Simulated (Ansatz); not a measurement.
# Sb_Mg in MgO (Fm-3m): charge-transition levels and formation energies

Charge states of Sb_Mg in MgO (Fm-3m), set against the band edges. Model: a cell of 54 host atoms with 1 Mg taken out and 1 Sb put in.

Calculated with Ansatz 0.2.0; place-levels on r2SCAN runs: charge-transition levels and formation energies with image-charge correction and potential alignment at the atomic sites; PAW set soft_1.

Experimental background.

For MgO, rocksalt (bulk crystal), “Electronic structure of alkaline earth and post-transition metal oxides” (2009, arxiv:0908.1581) quotes earlier work: band gap (literature experimental gap) 7.83 eV [Literature value based on experiment; other listed experimental values range from 7.7 to …].

## Step 1: The structure

The cell holds 54 atoms: 26 Mg, 27 O and 1 Sb. Cell: a = 8.925 Å, b = 8.925 Å, c = 8.925 Å, α = 60.0°, β = 60.0°, γ = 60.0°. It derives from MgO (space group Fm-3m). Nearest the centre at fractional (0.667, 0.667, 0.333): Sb51 at 0.00 Å, O28 at 2.10 Å, O44 at 2.10 Å, O32 at 2.10 Å, O34 at 2.10 Å, O46 at 2.10 Å, O50 at 2.10 Å, Mg9 at 2.98 Å.

Known beforehand: the electronic dielectric constant, 3.24, and the static one, 10.37, from a response run on this crystal (DFPT, PBEsol) at that run's own cell.

The cell's shortest repeat is 8.9 Å.

## Step 2: The runs of each charge state

Levels follow from differences of total energies between charge states, each relaxed by itself.

Each atom starts 0.05 Å or so off its site in a random direction: a symmetric start keeps its symmetry, and would miss off-centre moves and Jahn–Teller distortions. Forces are taken at one point at (¼, ¼, ¼). The cell holds 1 electron more than the neutral one, with a uniform background that keeps it neutral on the whole.

The sampling was tested on the host first: at the k-points planned (1x1x1 shifted 0.25 0.25 0.25) its energy lies 0.020 eV an atom from the dense-mesh value, under the bound of 0.02 eV set for this test; that bounds the host's error, not the defect's.

One of the inputs; charge, spin and start change from state to state.

qm1.relax/input.yaml

```yaml
crystal:
  lattice:
    - [0.0, 6.31124291, 6.31124291]
    - [6.31124291, 0.0, 6.31124291]
    - [6.31124291, 6.31124291, 0.0]
  atoms:
    - { symbol: Mg, position: [0.0, 0.0, 0.0] }
    - { symbol: O, position: [0.16666667, 0.16666667, 0.16666667] }
[... 6 atom lines left out ...]
    - { symbol: Mg, position: [0.0, 0.33333333, 0.33333333] }
[... 3 atom lines left out ...]
    - { symbol: Mg, position: [0.0, 0.66666667, 0.0] }
[... 1 atom line left out ...]
    - { symbol: Mg, position: [0.0, 0.66666667, 0.33333333] }
[... 5 atom lines left out ...]
    - { symbol: Mg, position: [0.33333333, 0.0, 0.33333333] }
[... 6 atom lines left out ...]
    - { symbol: O, position: [0.5, 0.5, 0.5] }
[... 1 atom line left out ...]
    - { symbol: O, position: [0.5, 0.5, 0.83333333] }
[... 1 atom line left out ...]
    - { symbol: O, position: [0.5, 0.83333333, 0.16666667] }
    - { symbol: Mg, position: [0.33333333, 0.66666667, 0.33333333] }
    - { symbol: O, position: [0.5, 0.83333333, 0.5] }
    - { symbol: Mg, position: [0.33333333, 0.66666667, 0.66666667] }
[... 1 atom line left out ...]
    - { symbol: Mg, position: [0.66666667, 0.0, 0.0] }
[... 1 atom line left out ...]
    - { symbol: Mg, position: [0.66666667, 0.0, 0.33333333] }
[... 4 atom lines left out ...]
    - { symbol: O, position: [0.83333333, 0.5, 0.16666667] }
    - { symbol: Mg, position: [0.66666667, 0.33333333, 0.33333333] }
    - { symbol: O, position: [0.83333333, 0.5, 0.5] }
    - { symbol: Mg, position: [0.66666667, 0.33333333, 0.66666667] }
[... 1 atom line left out ...]
    - { symbol: Mg, position: [0.66666667, 0.66666667, 0.0] }
    - { symbol: O, position: [0.83333333, 0.83333333, 0.16666667] }
    - { symbol: Sb, position: [0.66666667, 0.66666667, 0.33333333] }
[... 1 atom line left out ...]
    - { symbol: Mg, position: [0.66666667, 0.66666667, 0.66666667] }
    - { symbol: O, position: [0.83333333, 0.83333333, 0.83333333] }
  host:
    repeats: [3, 3, 3]
    atoms:
      - { symbol: Mg, position: [0.0, 0.0, 0.0] }
      - { symbol: O, position: [0.5, 0.5, 0.5] }
total_charge: -1
basis:
  ecutwfc: 500
  xc_grid: 2
hamiltonian:
  xc: r2scan
  pseudopotentials: { kind: paw, azcp: { folder: soft_1 } }
kpoints:
  mp_grid: { grid: [1, 1, 1], shift: [0.25, 0.25, 0.25] }
scf:
  occupations: { method: fixed }
  max_iter: 80
output:
  forces: true
  charged_corrections:
    epsilon: 3.24
    static_epsilon: 10.37
    defect_position: [0.666667, 0.666667, 0.333333]
relax:
  f_tol: 0.02
  max_steps: 80
  random_displacement: { amplitude: 0.05, seed: 2799 }
checkpoint:
  write: "../qm1.relax.run"
  compress: false
  write_wavefunctions: true
  write_every: 100000
```

Started as:

```console
> ansatz run input.yaml --threads 4 --pin off --max-ram 7536MiB --backend cpu --events-out ev --progress --plain --runs-dir out
```

Defect states can disperse in a cell of this size, so the energy is taken again at a 2×2×2 shifted mesh, on the relaxed structure.

The run of this state that the levels use, under r2SCAN:

qm1.point/input.yaml

```yaml
crystal:
  checkpoint: "../qm1.relax.run"
  host: checkpoint
total_charge: -1
basis:
  ecutwfc: 500
  xc_grid: 2
hamiltonian:
  xc: r2scan
  pseudopotentials: { kind: paw, azcp: { folder: soft_1 } }
kpoints:
  mp_grid: { grid: [2, 2, 2], shift: [0.5, 0.5, 0.5] }
scf:
  occupations: { method: fermi_dirac, width: 0.01 }
  max_iter: 80
output:
  forces: true
  eigenvalues: true
  charged_corrections:
    epsilon: 3.24
    static_epsilon: 10.37
    defect_position: [0.666667, 0.666667, 0.333333]
  eigenstates: { localisation: true }
  populations: true
  band_densities: [{ bands: [v1, v1] }, { bands: [c1, c1] }]
  write_density: true
  write_potential: true
  volumetric_format: npy
checkpoint:
  read: "../qm1.relax.run"
  write: "../qm1.point.run"
  compress: false
  write_wavefunctions: false
  write_every: 100000
```

Relaxations under r2SCAN at one point at (¼, ¼, ¼); times on 4 threads of Arm Neoverse V2, shared host:

```tsv
charge	moment (μB)	occupations	outcome	steps	largest displacement against the far atoms (Å)	time
−1	0	fixed	converged	17	0.44	2.5 min
0	1	fixed	converged	8	0.22	2.9 min
+1	0	fixed	converged	5	0.11	54 s
+2	1	fixed	converged	5	0.08	2 min
```

Single points under r2SCAN at a 2×2×2 shifted mesh; times on 4 threads of Arm Neoverse V2, shared host:

```tsv
charge	moment (μB)	occupations	outcome	time
−1	0	fermi-dirac	converged	57 s
0	1	fermi-dirac	converged	2.1 min
+1	0	fermi-dirac	converged	52 s
+2	1	fermi-dirac	converged	2.2 min
```

Distances (Å) from Sb51 to the nearest atoms after relaxation with r2SCAN:

```tsv
charge	moment (μB)	1.	2.	3.	4.	5.	6.
−1	0	O 2.18	O 2.18	O 2.18	O 2.59	O 2.60	O 2.60
0	1	O 2.28	O 2.29	O 2.29	O 2.29	O 2.30	O 2.30
+1	0	O 2.21	O 2.21	O 2.21	O 2.21	O 2.21	O 2.21
+2	1	O 2.11	O 2.11	O 2.11	O 2.11	O 2.11	O 2.11
```

## Step 3: Levels against the band edges, r2SCAN

A charged cell interacts with its images and the background, and its potential has another zero than the host's. place-levels removes the first by a point-charge model, screened by the static dielectric constant since the ions have relaxed around the charge, and the second by comparing potentials at atoms far from the defect.

The host is a run of the defect-free crystal in the same cutoffs, grids and k-points, so that basis and sampling errors cancel in part in the differences. The host is run in a cell of 2 atoms on a matching mesh. Its band edges are searched through the zone by a band path, so the gap is smaller than, or equal to, that on the mesh. Chemical potentials are energies per atom of Mg (hcp) and Sb (A7 rhombohedral), run with the same functional and cutoff.

levels.point.yaml

```yaml
host:
  run: host.point.run
states: [qm1.point.run, q0_M1.point.run, qp1.point.run, qp2_M1.point.run]
geometry_from:
  qm1.point.run: qm1.relax.run
  q0_M1.point.run: q0_M1.relax.run
  qp1.point.run: qp1.relax.run
  qp2_M1.point.run: qp2_M1.relax.run
chemical_potentials:
  Mg:
    energy: -1926.407918
    dataset: "<sha256 of the dataset>"
  Sb:
    energy: -6499.197686
    dataset: <sha256 of the dataset>
epsilon: 3.24
static_epsilon: 10.37
vertical:
  - { from: qm1.point.run, to: qm1.point_neutral.run }
  - { from: qp1.point.run, to: qp1.point_neutral.run }
  - { from: qp2_M1.point.run, to: qp2_M1.point_neutral.run }
```

Started as:

```console
> ansatz place-levels levels.point.yaml -- --threads 4 --pin off --max-ram 7536MiB
```

Numbers of over 12 decimals in the logs are rounded to 6 here.

What it wrote:

```text
[... repeated set-up lines and file paths are left out, and long positions are rounded to six places ...]
(+2/+1) 2.106 eV above the valence edge, 3.572 eV under the conduction edge
(+1/0) 5.302 eV above the valence edge, 0.376 eV under the conduction edge
(0/-1) 5.525 eV above the valence edge, 0.153 eV under the conduction edge
formation energy of charge +2: +2.600 eV with the Fermi level at the valence edge
formation energy of charge +1: +4.705 eV with the Fermi level at the valence edge
formation energy of charge 0: +10.007 eV with the Fermi level at the valence edge
formation energy of charge -1: +15.532 eV with the Fermi level at the valence edge
vertical -1 to 0: no energy, since no alignment is typed
  the change from vertical[0].from (qm1.point.run) to vertical[0].to (qm1.point_neutral.run): by its potential at epsilon 3.24 it stands at 0.619 0.619 0.285, with an rms radius of about 1.5 Å (0.8 0.8 0.8 Å across the planes of the cell's vectors); [...]
vertical +1 to 0: no energy, since no alignment is typed
  the change from vertical[1].from (qp1.point.run) to vertical[1].to (qp1.point_neutral.run): by its potential at epsilon 3.24 it stands at 0.667 0.666 0.333, with an rms radius of about 2.7 Å (1.6 1.6 1.6 Å across the planes of the cell's vectors); [...]
vertical +2 to 0: no energy, since no alignment is typed
  the change from vertical[2].from (qp2_M1.point.run) to vertical[2].to (qp2_M1.point_neutral.run): by its potential at epsilon 3.24 it stands at 0.667 0.666 0.333, with an rms radius of about 3.1 Å (1.8 1.8 1.8 Å across the planes of the cell's vectors); [...]
  edges by r2scan, gap 5.678 eV; the host is sampled to repeats of 17.85 Å
  the defect's cells are sampled to repeats of 17.85 Å, like sampling
  charge +2: -72040.2687 eV with its correction of +1.915 eV, at epsilon 10.37, aligned at sites: +0.4529 eV, mean over 21 atomic sites at or beyond 4.46 Å from the defect at [0.6667, 0.6667, 0.3333], with +0.000000 for the charge's moments and without [...]
  charge +1: -72030.4784 eV with its correction of +0.717 eV, at epsilon 10.37, aligned at sites: +0.4650 eV, mean over 21 atomic sites at or beyond 4.46 Å from the defect at [0.6667, 0.6667, 0.3333], with -0.000000 for the charge's moments and without [...]
  charge 0: +0.000 eV for its dipole among its images, +0.000 omitted
  charge -1: -72004.2828 eV with its correction of -0.184 eV, at epsilon 10.37, aligned at sites: +0.4360 eV, mean over 21 atomic sites at or beyond 4.46 Å from the defect at [0.6667, 0.6667, 0.3333], with +0.000000 for the charge's moments and without [...]
  of states[3] (qp2_M1.point.run): it parts from the run at its places by a charge that spreads by about 1.8 Å along one vector (1.3 Å or more is wide), by its potential at epsilon 3.24, taken for that of held ions (one typed too small widens it), where the [...]
  of states[2] (qp1.point.run): it parts from the run at its places by a charge that spreads by about 1.6 Å along one vector (1.3 Å or more is wide), by its potential at epsilon 3.24, taken for that of held ions (one typed too small widens it), where the cell [...]
  of states[1] (q0_M1.point.run): its alignment with the host at atomic sites is doubtful: the cell is too small to show whether the defect's potential has decayed: take a larger one; stability_check_not_made
  of states[0] (qm1.point.run): its alignment with the host at atomic sites is doubtful: the cell is too small to show whether the defect's potential has decayed: take a larger one
  of vertical[0].to (qm1.point_neutral.run): stability_check_not_made
  of vertical[1].from (qp1.point.run): it parts from the run at its places by a charge that spreads by about 1.6 Å along one vector (1.3 Å or more is wide), by its potential at epsilon 3.24, taken for that of held ions (one typed too small widens it), where [...]
  of vertical[1].to (qp1.point_neutral.run): its moments are held at its close (magnetization.spin_locking), by a field of 0.084 eV a Bohr magneton, and its energy and levels are of the state that this holds: a run that lets them go can end lower; [...]
  of vertical[2].from (qp2_M1.point.run): stability_check_not_made; [...]
  of vertical[2].to (qp2_M1.point_neutral.run): it set out from the moments of a save, which an earlier run chose (saved_moments_taken); [...]
```

Elapsed: 0.37 s, on 4 threads of Arm Neoverse V2, shared host.

Levels between the charges placed, in eV above the valence top:

```tsv
	gap (eV)	(+2/+1)	(+1/0)	(0/−1)
r2SCAN	5.68	2.11	5.30	5.52
```

Corrections by state:

```tsv
charge	moment (μB)	image terms and alignment (eV)	band filling (eV)	ε used	over the lowest of its charge, as the program ranks them, band filling apart (eV)
+2	1.0	1.915	-	10.37	0.000
+1	0.0	0.717	-	10.37	0.000
0	1.0	0.000	-	-	0.000
−1	0.0	-0.184	-	10.37	0.000
```

The charged structures listed were also run neutral, and place-levels reads from each pair, by the potential or the spins, how wide the charge is by which they differ; that can be the carrier of either run.

```tsv
charge	rms radius (Å)	spread where it is widest against the cell (Å)	wide from (Å)	reading
+2	3.1	1.80	1.26	wide
+1	2.7	1.56	1.26	wide
−1	1.5	0.85	1.26	narrow
```

The neutral runs of these pairs need not share the spin of the lowest neutral state, and very wide values only mean spread over the cell.

From the program's caveats on the states, each cut to its opening words:

- charge +2 (1 μB): it parts from the run at its places by a charge that spreads by about 1.8 Å along one vector (1.3 Å or more is wide), by its potential at epsilon 3.24, taken [...]
- charge +2 (1 μB), +1, 0 (1 μB), −1: its alignment with the host at atomic sites is doubtful: the cell is too small to show whether the defect's potential has decayed: take a larger one
- charge +2 (1 μB), 0 (1 μB): flagged: stability check not made
- charge +1: it parts from the run at its places by a charge that spreads by about 1.6 Å along one vector (1.3 Å or more is wide), by its potential at epsilon 3.24, taken [...]

The host's formation energy from the elements is -2.963 eV per atom; it sets how far the chemical potentials can move.

Limit set by the element alone; other compounds of these elements are not counted. Chemical potentials from the elements' reference states: Mg 0.00 eV, O -5.93 eV, Sb 0.00 eV. Formation energy by charge state (Mg-rich; gap 5.68 eV):

```tsv
charge	at valence top (eV)	at conduction bottom (eV)	correction included (eV)
+2	2.60	13.96	1.91
+1	4.71	10.38	0.72
0	10.01	10.01	0.00
−1	15.53	9.85	-0.18
```

Fermi level (eV), lowest formation energy (eV) and a bar from the least value:
```
     0.00       2.60 
     0.52       3.63 ####
     1.03       4.66 #########
     1.55       5.69 #############
     2.06       6.73 #################
     2.58       7.28 ###################
     3.10       7.80 #####################
     3.61       8.32 ########################
     4.13       8.84 ##########################
     4.65       9.35 ############################
     5.16       9.87 ##############################
     5.68       9.85 ##############################
```

Limit set by the element alone; other compounds of these elements are not counted. Chemical potentials from the elements' reference states: O 0.00 eV, Mg -5.93 eV, Sb 0.00 eV. Formation energies (O-rich), with the Fermi level at the valence top and at the conduction bottom (gap 5.68 eV):

```tsv
charge	at valence top (eV)	at conduction bottom (eV)	correction included (eV)
+2	-3.33	8.03	1.91
+1	-1.22	4.46	0.72
0	4.08	4.08	0.00
−1	9.61	3.93	-0.18
```

(Fermi level (eV), lowest formation energy (eV)): (0.00, -3.33), (0.52, -2.29), (1.03, -1.26), (1.55, -0.23), (2.06, 0.80), (2.58, 1.36), (3.10, 1.88), (3.61, 2.40), (4.13, 2.91), (4.65, 3.43), (5.16, 3.94), (5.68, 3.93)

## Step 4: Effect of the sampling

The relaxations' own energies give the levels at their sampling, for comparison.

levels.relax_mesh.yaml

```yaml
host:
  run: host.relax.run
states: [qm1.relax.run, q0_M1.relax.run, qp1.relax.run, qp2_M1.relax.run]
chemical_potentials:
  Mg:
    energy: -1926.407918
    dataset: "<sha256 of the dataset>"
  Sb:
    energy: -6499.197686
    dataset: <sha256 of the dataset>
```

Started as:

```console
> ansatz place-levels levels.relax_mesh.yaml -- --threads 4 --pin off --max-ram 7536MiB
```

What it wrote:

```text
(+2/+1) 2.011 eV above the valence edge, 3.648 eV under the conduction edge
(+1/0) 5.140 eV above the valence edge, 0.519 eV under the conduction edge
(0/-1) 5.448 eV above the valence edge, 0.211 eV under the conduction edge
formation energy of charge +2: +2.656 eV with the Fermi level at the valence edge
formation energy of charge +1: +4.667 eV with the Fermi level at the valence edge
formation energy of charge 0: +9.807 eV with the Fermi level at the valence edge
formation energy of charge -1: +15.255 eV with the Fermi level at the valence edge
  edges by r2scan, gap 5.659 eV; the host is sampled to repeats of 8.93 Å
[... the lines on each state left out ...]
```

Wall time 0.11 s (4 threads).

Levels between neighbouring charges, in eV above the valence top:

```tsv
	gap (eV)	(+2/+1)	(+1/0)	(0/−1)
one point at (¼, ¼, ¼)	5.66	2.01	5.14	5.45
a 2×2×2 shifted mesh	5.68	2.11	5.30	5.52
```

Going from one point at (¼, ¼, ¼) to a 2×2×2 shifted mesh moves the levels that carry no band-filling term by up to 0.16 eV and formation energies against the elements by up to 0.28 eV.

## Step 5: Outcome

```json
{
  "gap of the host": "5.68 eV (r2SCAN)",
  "level (plus 2/plus 1)": "2.11 eV above the valence top",
  "level (plus 1/0)": "5.30 eV above the valence top",
  "level (0/minus 1)": "5.52 eV above the valence top",
  "lowest of the charges placed, just above the valence top (0.02 eV)": "+2",
  "lowest of the charges placed, just below the conduction bottom (0.02 eV)": "−1",
  "lowest formation energy at mid-gap of the charges run, Mg-rich": "7.54 eV",
  "lowest formation energy at mid-gap of the charges run, O-rich": "1.62 eV"
}
```

In words: Of the charges placed (−1, 0, +1 and +2), the lowest changes at 2.11 eV (+2/+1), 5.30 eV (+1/0) and 5.52 eV (0/−1) above the valence top, in a gap of 5.68 eV. (+1/0) and (0/−1) lie nearer to a band edge than the share of the finite-size correction in them (0.72 and 0.18 eV), and that correction holds for a localised charge alone. Charges above +2 and below −1 were not placed, so these runs say nothing of levels that involve them. States placed: +2 at 1 μB; +1 at 0 μB; 0 at 1 μB; −1 at 0 μB. Other spin states or structures, where not listed, weren't placed. Corrections reach 1.9 eV, so the cell is small for these charges and their levels are rough. Sb is taken at its element; compounds, which aren't counted here, bound the chemical potentials and would shift these formation energies. Going from one point at (¼, ¼, ¼) to a 2×2×2 shifted mesh moves the levels that carry no band-filling term by up to 0.16 eV and formation energies against the elements by up to 0.28 eV. The program doubts the alignment of potentials for at least one state, a sign that the cell is small. What this leaves open: the images are only 8.9 Å apart; r2SCAN makes the gap too small and tends to spread out bound carriers; where a gas molecule sets a chemical potential or the host's formation energy, its binding is uncorrected; spin–orbit coupling, which can matter with heavy atoms, is left out; force components of up to 0.17 eV/Å remain in a run at the final settings.

Computed beside measured:

| quantity | measured | r2SCAN |
| --- | --- | --- |
| band gap (least gap of the host) (eV) | 7.83 | 5.68 (-2.15 eV) |

Measured values from arxiv:0908.1581 (2009).

Verdict: The band gap is off by -2.15 eV: a clear miss. Local and semilocal functionals usually give gaps below the measured ones. Zero-point and thermal motion shift the measured gap.

[Logs are printed without paths, hosts, clocks, repeated set-up lines and the standing remarks that a program may print on its own settings, such as how far it seeks lower states.]

[Hosts, paths, dates, database ids (printed as entryN), source tags and the programs' standing remarks are cut or masked in the printed files.]

[Where a table of states has a column of steps, it counts the stored structures, which are thinned; the runs took as many ionic steps or more.]

[A defect's name tells the site on which it was built; relaxed atoms can leave that site.]

[For some hosts the program warned that the k-mesh of the response run may be too coarse for force constants and the static dielectric constant; such warnings are not shown here.]
